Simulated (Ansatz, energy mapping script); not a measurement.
# Spin model of TlCrCl3 in the perovskite structure from collinear orders

How strongly do the moments of TlCrCl3 in the perovskite structure couple under PBEsol+U (3.32 eV)? The plan is to run several orders and fit a Heisenberg model.

Method: PBEsol with U = 3.32 eV on Cr d, ortho-atomic projectors; plane waves, U on orthogonalised atomic orbitals unless named otherwise, collinear spin, no spin–orbit coupling, in Ansatz 0.2.0.

Report form: the programs' logs are mostly left out.

### 1. Starting point

It takes space group Pm-3m (No. 221, cubic). Conventional cell: a = 4.910 Å, b = 4.910 Å, c = 4.910 Å, α = 90.00°, β = 90.00°, γ = 90.00°. Tl has 12 Cl at 3.47 Å nearest. Cr has 6 Cl at 2.45 Å nearest. Nearest to Cl lie 2 Cr at 2.45 Å. Cl has 2 Cr at 2.45 Å nearest. perovskite prototype, lattice guessed from radii. Farther neighbours and most contacts between anions are not listed.

This cell was built for the study (perovskite prototype, lattice guessed from radii), not taken from an experiment; the compound need not form in this structure.

The cell was relaxed beforehand in Ansatz under PBEsol with U = 3.15 eV on Cr d, ortho-atomic projectors, from parallel moments.

A Hubbard U penalises fractional filling of the shell. It raises the cost of virtual hops to the neighbours, so couplings that rest on such hops usually weaken.

### 2. One set of occupation matrices for all orders

A corrected shell can settle in several orbital fillings. One parallel run, with an occupation width a fifth wider than the orders use, therefore is to supply the occupation matrices. All orders start from them.

File input.yaml:

```yaml
crystal:
  lattice:
    - [4.90973628, 4.90973628, 0.0]
    - [-4.90973628, 4.90973628, 0.0]
    - [0.0, 0.0, 4.90973628]
  atoms:
    - { symbol: Tl, position: [0.0, 0.5, 0.5] }
    - { symbol: Tl, position: [0.5, 0.0, 0.5] }
    - { symbol: Cr, position: [0.0, 0.0, 0.0], spin: 3.0 }
    - { symbol: Cr, position: [0.5, 0.5, 0.0], spin: 3.0 }
    - { symbol: Cl, position: [0.0, 0.0, 0.5] }
    - { symbol: Cl, position: [0.5, 0.5, 0.5] }
    - { symbol: Cl, position: [0.25, 0.25, 0.0] }
    - { symbol: Cl, position: [0.75, 0.75, 0.0] }
    - { symbol: Cl, position: [0.25, 0.75, 0.0] }
    - { symbol: Cl, position: [0.75, 0.25, 0.0] }
magnetization:
  spin_polarized: true
kpoints:
  mp_grid: { grid: [5, 5, 8] }
hamiltonian:
  xc: pbesol
  hubbard:
    sites: [{ species: Cr, l: d, u_eff: 3.32 }]
    projectors: ortho-atomic
scf:
  occupations: { method: fermi_dirac, width: 0.06 }
output:
  eigenvalues: true
```

Launch:

```bash
ansatz run input.yaml --threads 4 --pin off --max-ram 8192MiB --backend cpu --events-out ev --progress --plain --runs-dir out
```

Run time: 5.4 min. Hardware: 4 threads of Arm Neoverse V2, shared host; peak memory 3.5 GiB; 21 min of CPU time.

Numbers from this step:

```yaml
final_state: ferromagnetic
electrons_in_the_corrected_shells: 4.673, 4.673 e
largest_moment: 3.545 μB
```

### 3. Parallel start in cell A (10 atoms)

Each cell gets its own parallel run on the same mesh, so that most of the mesh error cancels in the differences.

This run holds the same structure in another cell (a 6.943 → 4.910 Å, c 4.910 → 6.943 Å).

File input.yaml:

```yaml
crystal:
  lattice:
    - [0.0, 0.0, 4.90973628]
    - [4.90973628, 4.90973628, 0.0]
    - [-4.90973628, 4.90973628, 0.0]
  atoms:
    - { symbol: Tl, position: [0.5, 0.0, 0.5] }
    - { symbol: Tl, position: [0.5, 0.5, 0.0] }
    - { symbol: Cr, position: [0.0, 0.0, 0.0], spin: 3.0 }
    - { symbol: Cr, position: [0.0, 0.5, 0.5], spin: 3.0 }
    - { symbol: Cl, position: [0.5, 0.0, 0.0] }
    - { symbol: Cl, position: [0.5, 0.5, 0.5] }
    - { symbol: Cl, position: [0.0, 0.25, 0.25] }
    - { symbol: Cl, position: [0.0, 0.75, 0.75] }
    - { symbol: Cl, position: [0.0, 0.25, 0.75] }
    - { symbol: Cl, position: [0.0, 0.75, 0.25] }
magnetization:
  spin_polarized: true
kpoints:
  mp_grid: { grid: [8, 5, 5] }
hamiltonian:
  xc: pbesol
  hubbard:
    sites:
      - { species: Cr, l: d, u_eff: 3.32 }
      - { site: 2, l: d, u_eff: 3.32, starting_ns: [{ spin: up, occupation_matrix: cr3_major }, { spin: down, occupation_matrix: cr3_minor }] }
      - { site: 3, l: d, u_eff: 3.32, starting_ns: [{ spin: up, occupation_matrix: cr4_major }, { spin: down, occupation_matrix: cr4_minor }] }
    projectors: ortho-atomic
    occupation_matrices:
      cr3_major:
        matrix:
          - [0.654, 0.0, 0.0, 0.0, 0.0]
          - [0.0, 0.993, 0.0, 0.0, 0.0]
          - [0.0, 0.0, 0.993, 0.0, 0.0]
          - [0.0, 0.0, 0.0, 0.693, 0.0]
          - [0.0, 0.0, 0.0, 0.0, 0.993]
      cr3_minor:
        matrix:
          - [0.114, 0.0, 0.0, 0.0, 0.0]
          - [0.0, 0.04, 0.0, 0.0, 0.0]
          - [0.0, 0.0, 0.04, 0.0, 0.0]
          - [0.0, 0.0, 0.0, 0.113, 0.0]
          - [0.0, 0.0, 0.0, 0.0, 0.04]
      cr4_major:
        matrix:
          - [0.654, 0.0, 0.0, 0.0, 0.0]
          - [0.0, 0.993, 0.0, 0.0, 0.0]
          - [0.0, 0.0, 0.993, 0.0, 0.0]
          - [0.0, 0.0, 0.0, 0.693, 0.0]
          - [0.0, 0.0, 0.0, 0.0, 0.993]
      cr4_minor:
        matrix:
          - [0.114, 0.0, 0.0, 0.0, 0.0]
          - [0.0, 0.04, 0.0, 0.0, 0.0]
          - [0.0, 0.0, 0.04, 0.0, 0.0]
          - [0.0, 0.0, 0.0, 0.113, 0.0]
          - [0.0, 0.0, 0.0, 0.0, 0.04]
scf:
  occupations: { method: fermi_dirac, width: 0.05 }
output:
  eigenvalues: true
  write_density: true
  write_potential: true
  elf: true
  volumetric_format: npy
```

Elapsed: 20 s, on 4 threads; peak memory 1.3 GiB.

Spin moment in the sphere by atom:

```csv
atom,spin moment in the sphere (μB)
Tl1,0.00
Tl2,0.00
Cr3,3.54
Cr4,3.54
Cl5,-0.03
Cl6,-0.03
Cl7,-0.03
Cl8,-0.03
Cl9,-0.03
Cl10,-0.03
```

The run ends ferromagnetic.

Spin density in the ac plane at fractional y = 0.000, with atoms of Tl and Cr and Cl within 0.2 Å of it.

Ten even steps from '_' (-0.1 e/Å³) to '@' (5.0 e/Å³), each cell a mean:
```
##--____________________..++
::..______________________..
____________________________
____________________________
____________________________
____________________________
____________________________
____________________________
____________________________
____________________________
____________________________
____________________________
____________________________
____________________________
____________________________
____________________________
..__________________________
==::____________________..--
@@==____________________..**
```
Columns run along a (4.9 Å), rows up along c (6.9 Å). Atoms in or near the plane, at fractional coordinates: Tl at (0.50, 0.50), Cr at (0.00, 0.00), Cl at (0.50, 0.00).

ELF in the ac plane at fractional y = 0.000, with atoms of Tl and Cr and Cl within 0.2 Å of it. It is the smooth field of the valence electrons, not physical close to the nuclei.

Values, 19 rows by 14 columns, each cell a mean:
```
0.88 0.72 0.29 0.23 0.73 0.83 0.67 0.57 0.76 0.83 0.51 0.17 0.48 0.83
0.57 0.44 0.19 0.19 0.60 0.83 0.86 0.86 0.86 0.77 0.40 0.14 0.29 0.53
0.18 0.15 0.11 0.12 0.34 0.67 0.80 0.82 0.76 0.54 0.21 0.10 0.12 0.17
0.09 0.08 0.06 0.05 0.10 0.26 0.39 0.42 0.35 0.18 0.06 0.05 0.07 0.09
0.07 0.06 0.04 0.03 0.03 0.06 0.08 0.08 0.07 0.04 0.03 0.03 0.05 0.07
0.05 0.04 0.03 0.03 0.08 0.17 0.22 0.23 0.21 0.13 0.05 0.03 0.03 0.05
0.03 0.03 0.03 0.09 0.25 0.36 0.41 0.42 0.40 0.33 0.17 0.05 0.03 0.03
0.02 0.02 0.06 0.21 0.37 0.42 0.32 0.28 0.38 0.42 0.31 0.13 0.03 0.02
0.01 0.02 0.11 0.30 0.42 0.32 0.09 0.07 0.16 0.42 0.37 0.21 0.05 0.01
0.01 0.02 0.12 0.31 0.43 0.28 0.06 0.09 0.11 0.40 0.38 0.23 0.06 0.01
0.01 0.02 0.08 0.26 0.40 0.39 0.19 0.14 0.27 0.43 0.35 0.17 0.04 0.01
0.02 0.02 0.04 0.14 0.32 0.41 0.42 0.41 0.43 0.38 0.24 0.08 0.03 0.02
0.04 0.03 0.03 0.05 0.15 0.28 0.33 0.34 0.32 0.23 0.10 0.03 0.03 0.04
0.06 0.05 0.04 0.03 0.04 0.08 0.10 0.11 0.09 0.06 0.03 0.03 0.04 0.06
0.08 0.07 0.05 0.04 0.05 0.11 0.18 0.20 0.16 0.08 0.04 0.04 0.06 0.08
0.11 0.11 0.08 0.08 0.21 0.50 0.66 0.70 0.61 0.37 0.13 0.08 0.09 0.11
0.37 0.28 0.14 0.16 0.49 0.78 0.86 0.87 0.84 0.69 0.31 0.13 0.20 0.33
0.78 0.62 0.25 0.22 0.68 0.84 0.79 0.75 0.83 0.81 0.47 0.16 0.41 0.73
0.93 0.76 0.30 0.24 0.75 0.81 0.52 0.34 0.68 0.83 0.53 0.17 0.51 0.88
```
Columns run along a (4.9 Å), rows up along c (6.9 Å). Atoms in or near the plane, at fractional coordinates: Tl at (0.50, 0.50), Cr at (0.00, 0.00), Cl at (0.50, 0.00).

### 4. Compensated +− start in cell A (10 atoms)

This order reverses 4 of the 6 neighbours at 4.91 Å, counted for an average magnetic atom.

Edit input.yaml of step 3 so:

```diff
@@ -9,3 +9,3 @@
     - { symbol: Cr, position: [0.0, 0.0, 0.0], spin: 3.0 }
-    - { symbol: Cr, position: [0.0, 0.5, 0.5], spin: 3.0 }
+    - { symbol: Cr, position: [0.0, 0.5, 0.5], spin: -3.0 }
     - { symbol: Cl, position: [0.5, 0.0, 0.0] }
@@ -26,3 +26,3 @@
       - { site: 2, l: d, u_eff: 3.32, starting_ns: [{ spin: up, occupation_matrix: cr3_major }, { spin: down, occupation_matrix: cr3_minor }] }
-      - { site: 3, l: d, u_eff: 3.32, starting_ns: [{ spin: up, occupation_matrix: cr4_major }, { spin: down, occupation_matrix: cr4_minor }] }
+      - { site: 3, l: d, u_eff: 3.32, starting_ns: [{ spin: up, occupation_matrix: cr4_minor }, { spin: down, occupation_matrix: cr4_major }] }
     projectors: ortho-atomic
```

The job ended after 9.4 s (4 threads; peak memory 1.1 GiB).

Spin moment in the sphere by atom:

```csv
atom,spin moment in the sphere (μB)
Tl1,0.00
Tl2,0.00
Cr3,3.50
Cr4,-3.50
Cl5,-0.03
Cl6,0.03
Cl7,0.00
Cl8,0.00
Cl9,0.00
Cl10,0.00
```

The run ends antiferromagnetic, 279.72 meV a magnetic atom above the parallel order of its cell (energies taken at zero occupation width, not the printed F).

Spin density in the ac plane at fractional y = 0.000, with atoms of Tl and Cr and Cl within 0.2 Å of it.

Values in e/Å³, 19 rows by 14 columns, each cell a mean:
```
 3.5  1.6  0.3  0.1  0.0  0.0  0.0  0.0  0.0  0.0  0.0  0.1  0.7  2.5
 1.0  0.6  0.2  0.1  0.0  0.0  0.0  0.0  0.0  0.0  0.0  0.1  0.3  0.8
 0.2  0.1  0.1  0.0  0.0  0.0  0.0  0.0  0.0  0.0  0.0  0.0  0.1  0.2
 0.0  0.0  0.0  0.0  0.0  0.0  0.0  0.0  0.0  0.0  0.0  0.0  0.0  0.0
 0.0  0.0  0.0  0.0  0.0  0.0  0.0  0.0  0.0  0.0  0.0  0.0  0.0  0.0
 0.0  0.0  0.0  0.0  0.0  0.0  0.0  0.0  0.0  0.0  0.0  0.0  0.0  0.0
 0.0  0.0  0.0  0.0  0.0  0.0  0.0  0.0  0.0  0.0  0.0  0.0  0.0  0.0
 0.0  0.0  0.0  0.0  0.0  0.0  0.0  0.0  0.0  0.0  0.0  0.0  0.0  0.0
 0.0  0.0  0.0  0.0  0.0  0.0  0.0  0.0  0.0  0.0  0.0  0.0  0.0  0.0
 0.0  0.0  0.0  0.0  0.0  0.0  0.0  0.0  0.0  0.0  0.0  0.0  0.0  0.0
 0.0  0.0  0.0  0.0  0.0  0.0  0.0  0.0  0.0  0.0  0.0  0.0  0.0  0.0
 0.0  0.0  0.0  0.0  0.0  0.0  0.0  0.0  0.0  0.0  0.0  0.0  0.0  0.0
 0.0  0.0  0.0  0.0  0.0  0.0  0.0  0.0  0.0  0.0  0.0  0.0  0.0  0.0
 0.0  0.0  0.0  0.0  0.0  0.0  0.0  0.0  0.0  0.0  0.0  0.0  0.0  0.0
 0.0  0.0  0.0  0.0  0.0  0.0  0.0  0.0  0.0  0.0  0.0  0.0  0.0  0.0
 0.1  0.1  0.0  0.0  0.0  0.0  0.0  0.0  0.0  0.0  0.0  0.0  0.1  0.1
 0.5  0.3  0.1  0.0  0.0  0.0  0.0  0.0  0.0  0.0  0.0  0.1  0.2  0.4
 2.1  1.1  0.3  0.1  0.0  0.0  0.0  0.0  0.0  0.0  0.0  0.1  0.5  1.6
 4.9  2.0  0.3  0.1  0.0 -0.1  0.0  0.0 -0.1  0.0  0.0  0.1  0.8  3.4
```
Columns run along a (4.9 Å), rows up along c (6.9 Å). Atoms in or near the plane, at fractional coordinates: Tl at (0.50, 0.50), Cr at (0.00, 0.00), Cl at (0.50, 0.00).

ELF in the ac plane at fractional y = 0.000, with atoms of Tl and Cr and Cl within 0.2 Å of it. It is the smooth field of the valence electrons, not physical close to the nuclei.

Values, 19 rows by 14 columns, each cell a mean:
```
0.88 0.72 0.28 0.23 0.73 0.83 0.67 0.57 0.76 0.83 0.52 0.16 0.47 0.83
0.56 0.44 0.19 0.20 0.60 0.83 0.86 0.86 0.86 0.77 0.40 0.15 0.29 0.52
0.17 0.15 0.11 0.12 0.34 0.67 0.80 0.82 0.76 0.53 0.20 0.10 0.12 0.16
0.09 0.08 0.07 0.05 0.10 0.26 0.39 0.42 0.35 0.18 0.06 0.05 0.07 0.09
0.07 0.06 0.04 0.03 0.03 0.06 0.08 0.08 0.07 0.04 0.03 0.03 0.05 0.07
0.05 0.04 0.03 0.03 0.08 0.17 0.22 0.23 0.21 0.13 0.05 0.03 0.04 0.05
0.03 0.03 0.03 0.09 0.25 0.36 0.41 0.42 0.40 0.33 0.17 0.05 0.03 0.03
0.02 0.02 0.06 0.21 0.37 0.42 0.32 0.28 0.38 0.42 0.31 0.13 0.03 0.02
0.01 0.02 0.10 0.30 0.42 0.32 0.09 0.07 0.16 0.42 0.37 0.21 0.05 0.01
0.01 0.02 0.12 0.31 0.43 0.28 0.06 0.09 0.11 0.40 0.38 0.23 0.06 0.01
0.01 0.02 0.08 0.26 0.40 0.39 0.19 0.14 0.27 0.43 0.35 0.17 0.04 0.01
0.02 0.02 0.04 0.14 0.32 0.41 0.42 0.41 0.43 0.38 0.24 0.08 0.03 0.02
0.04 0.03 0.03 0.05 0.15 0.28 0.33 0.34 0.32 0.23 0.10 0.03 0.03 0.04
0.06 0.05 0.04 0.03 0.04 0.08 0.10 0.11 0.09 0.06 0.03 0.03 0.04 0.06
0.08 0.07 0.05 0.04 0.05 0.11 0.18 0.20 0.16 0.08 0.04 0.04 0.06 0.08
0.11 0.10 0.09 0.08 0.21 0.50 0.66 0.70 0.61 0.37 0.13 0.08 0.09 0.11
0.35 0.28 0.15 0.16 0.49 0.78 0.86 0.87 0.84 0.69 0.31 0.13 0.20 0.33
0.77 0.62 0.25 0.22 0.68 0.84 0.79 0.75 0.83 0.81 0.47 0.16 0.41 0.73
0.93 0.76 0.29 0.24 0.75 0.81 0.52 0.34 0.68 0.83 0.54 0.16 0.50 0.88
```
Columns run along a (4.9 Å), rows up along c (6.9 Å). Atoms in or near the plane, at fractional coordinates: Tl at (0.50, 0.50), Cr at (0.00, 0.00), Cl at (0.50, 0.00).

### 5. Mapping onto a Heisenberg model

Each energy difference is a sum of couplings weighted by the pairs that the order reverses. A few near shells are fitted to the differences by least squares. Energies are those extrapolated to zero occupation width, not the free energies F.

The orders side by side; each is measured from the parallel order in the same cell and on the same mesh:

```csv
order,atoms,energy (meV a magnetic atom),moments (μB),moments kept as typed,opposed neighbours at 4.91 Å
parallel,10,0.00,3.54,yes,0
compensated +−,10,279.72,3.50,yes,4
```

The Heisenberg fit (each pair counts twice, positive J is ferromagnetic):

```csv
pair,distance (Å),neighbours,J (meV)
Cr–Cr,4.91,6,35.0
```

Limits of this fit: with one coupling alone, temperatures are a scale of energy; one energy difference fixes this value, which holds the part of every shell that the order reverses.

In mean field these couplings order at 1623 K.

### 6. Monte Carlo

Mean field ignores fluctuations and overstates the ordering temperature, so the model is also sampled. The heat capacity peaks where order sets in.

Classical unit spins with these couplings on 6×6×10 copies of a cell that holds the lowest order (720 spins), heat-bath sweeps, cooled from random directions, 1500 sweeps to settle and 4500 measured at each temperature, averaged over 4 runs.

```csv
T (K),order along the lowest pattern,net moment,heat capacity (k_B a spin)
195,0.94,0.94,1.01
333,0.90,0.90,1.06
541,0.82,0.82,1.18
679,0.77,0.77,1.22
817,0.70,0.70,1.46
1025,0.55,0.55,1.97
1094,0.47,0.47,2.15
1163,0.37,0.37,2.28
1301,0.16,0.16,0.98
1440,0.11,0.11,0.55
1647,0.08,0.08,0.35
1785,0.07,0.07,0.28
```

The smoothed heat capacity peaks at 1113 K.

### 7. Outcome

* lowest order tried: parallel
* largest fitted value, Cr–Cr at 4.91 Å: 35.0 meV
* ordering temperature, mean field: 1623 K
* heat-capacity peak, Monte Carlo: 1113 K

**Reading.** Of the orders tried, TlCrCl3 in the perovskite structure prefers parallel moments under PBEsol+U (3.32 eV). Orders that were not tried, spirals among them, may lie lower. The one fitted coupling is the Cr–Cr pair at 4.91 Å, ferromagnetic at 35 meV, across a ligand at about 180°. It also takes up the part of reversed shells that are not fitted, so neither its size nor its rank as a single path is established. The orders also reverse pairs at 6.94 Å, which are not fitted, so the fitted values hold their part too. No fitted order reverses the pairs at 8.50 and 9.82 Å, so their coupling is unknown and is set to zero in the model. 1 energy difference fixes 1 coupling with none to spare, so the fit tests nothing. In the fitted orders moments change by up to 1.2 % against the parallel run of the same cell, so their size stays put. Every order is gapless on its mesh at this level. In a metal exchange reaches farther, and a short model of fixed moments is less apt; where the compound is in fact an insulator, these couplings come from a wrongly metallic state. Monte Carlo puts the peak at 0.69 of the mean-field temperature, since mean field leaves out fluctuations. In tests on simple cubic and body-centred models such peaks lay 5 to 6 % under the bulk value. With one coupling alone these temperatures are a scale of energy; further couplings, frustrating ones above all, would move them. The cell was built from a prototype and relaxed; a distortion that needs a larger cell, or another structure that the compound may prefer, is not captured.

[Logs and program files are shortened in this print: banners, set-up blocks, solver, clock and traceback lines can be left out without a mark of their own.]

[Logs are printed without paths, hosts, clocks, repeated set-up lines and the standing remarks that a program may print on its own settings, such as how far it seeks lower states.]

[Hosts, paths, dates, database ids (printed as entryN), source tags and the programs' standing remarks are cut or masked in the printed files.]

[Where a cell is said to come from a database of computed structures, the database is the Materials Project.]
